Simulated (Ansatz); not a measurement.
# Does disorder add resistance in series? Au(111) layers displaced at 180 K

Two lengths of the disordered region are known. What area resistance does the third give?

How it was computed: Ansatz 0.2.0, plane waves with PAW datasets at their recommended cutoffs (420 eV for most), Fermi-Dirac smearing; ballistic transmission by layer matching. The area resistance is RA = A (h/2e²)(1/T − 1/N), with T the zone-mean transmission per spin and N the lead's channels, both averaged over a few energies near the Fermi level; for magnets each spin is taken apart, with h/e², and the two conduct in parallel. Lateral cell 2x2, PBE, a fresh random draw for each length. Atoms are displaced independently, by 0.0707 Å r.m.s. per direction; each RA is scaled by the nominal over the drawn mean square displacement.

Results; the value marked ? is to be predicted:

| length (Å) | channels N | RA (fΩ m²) |
| --- | --- | --- |
| 9.42 | 3.210 | 0.0267 |
| 18.8 | 3.210 | 0.0476 |
| 28.3 | 3.210 | ? |

**Estimate by hand.**

Ohm's law makes RA linear in the length: the slope is (0.0476 − 0.0267)/(18.8 − 9.42) = 2.22×10⁻³ fΩ m² per Å, or 2.2 µΩ cm. Then 0.0476 + 2.22×10⁻³ × 9.42. Predicted: 0.0685 fΩ m².

What the run gave:

0.0884 fΩ m², so the prediction is 23 % too low. The three lengths together give 3.3 µΩ cm. Single draws scatter; these runs don't part the causes of the miss, and leave the question open.

**Limits.** The scatterers repeat sideways with the small cell. The slope is a raw one; a model of isotropic scattering puts it 1.21 times the bulk value over these lengths. Spin-orbit coupling is left out, which matters for Au.
